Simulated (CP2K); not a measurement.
Methyl isocyanide has these distinct C atoms: C1 (bonded to N and 3 H) and C3 (bonded to N).

```xyz
6

C    -0.4841    0.0071   -0.0018
N     0.9377   -0.0091    0.0083
C     2.1185   -0.0328    0.0097
H    -0.8585   -0.6979   -0.7550
H    -0.8695   -0.2823    0.9841
H    -0.8441    1.0151   -0.2452
```

Their partial C K spectra (CP2K XAS_TDP, all-electron GAPW, PBEh(45%), aug-cc-pVTZ, TDA, GW2X-corrected core level, no relativity) are given in random order, each times the number of alike atoms.

Gaussian full width 0.5 eV, oscillator strength per eV, alike atoms added, rows of zeros left out:

| E (eV) | curve 1 | curve 2 |
| --- | --- | --- |
| 286.50 | 0.000 | 0.011 |
| 286.75 | 0.000 | 0.107 |
| 287.00 | 0.000 | 0.261 |
| 287.25 | 0.000 | 0.160 |
| 287.50 | 0.000 | 0.025 |
| 287.75 | 0.000 | 0.001 |
| 290.25 | 0.005 | 0.000 |
| 290.50 | 0.024 | 0.000 |
| 290.75 | 0.061 | 0.000 |
| 291.00 | 0.051 | 0.000 |
| 291.25 | 0.037 | 0.000 |
| 291.50 | 0.050 | 0.005 |
| 291.75 | 0.028 | 0.017 |
| 292.00 | 0.025 | 0.015 |
| 292.25 | 0.038 | 0.004 |
| 292.50 | 0.051 | 0.006 |
| 292.75 | 0.054 | 0.010 |
| 293.00 | 0.036 | 0.005 |
| 293.25 | 0.017 | 0.004 |
| 293.50 | 0.028 | 0.005 |
| 293.75 | 0.045 | 0.003 |
| 294.00 | 0.032 | 0.002 |
| 294.25 | 0.015 | 0.006 |
| 294.50 | 0.003 | 0.021 |
| 294.75 | 0.000 | 0.023 |
| 295.00 | 0.000 | 0.007 |
| 295.25 | 0.001 | 0.001 |
| 295.50 | 0.005 | 0.001 |
| 295.75 | 0.018 | 0.007 |
| 296.00 | 0.029 | 0.011 |
| 296.25 | 0.013 | 0.006 |
| 296.50 | 0.002 | 0.007 |
| 296.75 | 0.001 | 0.010 |
| 297.00 | 0.008 | 0.004 |
| 297.25 | 0.023 | 0.001 |
| 297.50 | 0.018 | 0.007 |
| 297.75 | 0.014 | 0.020 |
| 298.00 | 0.017 | 0.016 |
| 298.25 | 0.017 | 0.005 |
| 298.50 | 0.012 | 0.014 |
| 298.75 | 0.027 | 0.031 |
| 299.00 | 0.040 | 0.017 |
| 299.25 | 0.019 | 0.004 |

Q: Which curve belongs to which atom?

Curve 1: C1 (bonded to N and 3 H), leading line at 290.84 eV (f = 0.034 an atom), ionisation energy 293.12 eV, term value 2.28 eV. Curve 2: C3 (bonded to N), leading line at 287.04 eV (f = 0.141 an atom), ionisation energy 292.61 eV, term value 5.57 eV. The leading line of an atom is its first one with 35 % of the strongest within 2.5 eV of its lowest line over the strength cut. A line lies at the core ionisation energy, which rises as an atom loses charge to its neighbours or to a π system, less the term value, which is large for a low π* or σ* orbital with weight on that atom.

[Banner, clock and machine lines of the logs are left out without a mark of their own.]

[Logs are printed without paths, hosts, clocks, repeated set-up lines and the standing remarks that a program may print on its own settings, such as how far it seeks lower states.]

[Hosts, paths, dates, database ids (printed as entryN), source tags and the programs' standing remarks are cut or masked in the printed files.]
